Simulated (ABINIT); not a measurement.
MgI2 (P-3m1): ε∞ along x against volume

The cell of MgI2 (P-3m1) is scaled evenly and the response computed anew at each volume, on one mesh. The atoms keep their fractional positions. x, y and z are the Cartesian axes of the input cell.

The structure is trigonal, space group P-3m1 (No. 164). Conventional cell: a = 4.140 Å, b = 4.140 Å, c = 6.880 Å, α = 90.00°, β = 90.00°, γ = 120.00°. I on site d is surrounded by 3 Mg at 2.94 Å. Mg on site a is surrounded by 6 I at 2.94 Å.

Method: ABINIT 10.8.3, PBE, independent particles, k-mesh 9×9×5, Lorentzian half width 0.04 eV.

Launch of the response step: `optic optic.abi`. The series took 19.5 min in all, its band step included, on 4 threads of Intel(R) Xeon(R) Processor @ 2.70GHz, on a shared host.

| V/V₀ | V (Å³, primitive cell) | ε∞ along x |
| --- | --- | --- |
| 0.94 | 95.99 | ? |
| 0.97 | 99.06 | 5.0793 |
| 1.00 | 102.12 | 5.0088 |
| 1.03 | 105.19 | 4.9470 |
| 1.06 | 108.25 | 4.8915 |

For small changes the quantity should be close to linear in ln V.

Working, on the rows shown:

| x = ln(V/V₀) | y = ε∞ along x |
| --- | --- |
| -0.0304592 | 5.0793 |
| 0 | 5.0088 |
| 0.0295588 | 4.947 |
| 0.0582689 | 4.8915 |

Means: x̄ = 0.014342, ȳ = 4.9817. Σ(x − x̄)(y − ȳ) = -0.009251, Σ(x − x̄)² = 0.004374. Slope = -0.009251 / 0.004374 = -2.115; intercept = ȳ − slope · x̄ = 5.012. The line misses the rows shown by at most 0.0032.

Q: What does the fit predict for the withheld row, and how well does it do?

A: At x = -0.061875 the line gives y = 5.1429. The run gave 5.1560, so the extrapolation is off by 0.013, 5 % of the range in the table.

Between the rows on either side of x = 0 the slope is (4.947 − 5.0793) / (0.029559 − (-0.030459)) = -2.204. So d ln ε∞/d ln V = -0.44 at V₀: ε∞ rises under slight compression. The cell comes from an older database entry, whose edges can be off by a per cent or so. Excitons are left out and so are local fields; PBE gaps are as a rule too small. The values come from a sum over the points of one k-mesh and carry its error, which grows as the direct gap shrinks. Spin-orbit coupling is left out.
